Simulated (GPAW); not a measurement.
# Calculated records

```
! title: A GW chain in GPAW: BaTiO3 (Pm-3m)
! method: DFT, PBE, plane waves, PAW (and 1 further level or step)
! program: GPAW 26.7.0
! settings of one run: cutoff 600 eV, GPAW PAW setups 1.2.1 data release, 4×4×4 k-mesh, nbands 347
! cost: 4 runs, 5.3 min in all on 4 MPI ranks of Arm Neoverse V1, shared host (the runs of this entry)
! notes: The cell and positions come from the Crystallography Open Database and are kept as given unless a step says otherwise. Limits: no spin-orbit coupling. Bands and cutoff are finite, so the gap is not at the basis limit. The miss can reach some tenths of an eV and take either sign; the mesh is an error of its own. The 4×4×4 mesh is coarse for this cell, which bears on the long-range parts of exchange and screening.
! PBE gap: 1.78 eV, indirect
! G0W0 gap on the mesh: 3.54 eV
! GW settings: 4×4×4 mesh, 337 bands, screening to 175 eV, Godby-Needs plasmon pole
! known limits: not at the basis limit; no spin-orbit coupling; coarse k mesh
CELL_PARAMETERS angstrom
4.00600 0.00000 0.00000
0.00000 4.00600 0.00000
0.00000 0.00000 4.00600
ATOMIC_POSITIONS crystal
Ba 0.50000 0.50000 0.50000
Ti 0.00000 0.00000 0.00000
O 0.50000 0.00000 0.00000
O 0.00000 0.50000 0.00000
O 0.00000 0.00000 0.50000
```

[Paths, hosts, dates, memory and timing lines, banners, echoed tables and standing remarks are left out of the program output.]

[Logs are printed without paths, hosts, clocks, repeated set-up lines and the standing remarks that a program may print on its own settings, such as how far it seeks lower states.]

[Runs of the session that timed out or met a known fault of the program may be left out.]

[Hosts, paths, dates, database ids (printed as entryN), source tags and the programs' standing remarks are cut or masked in the printed files.]
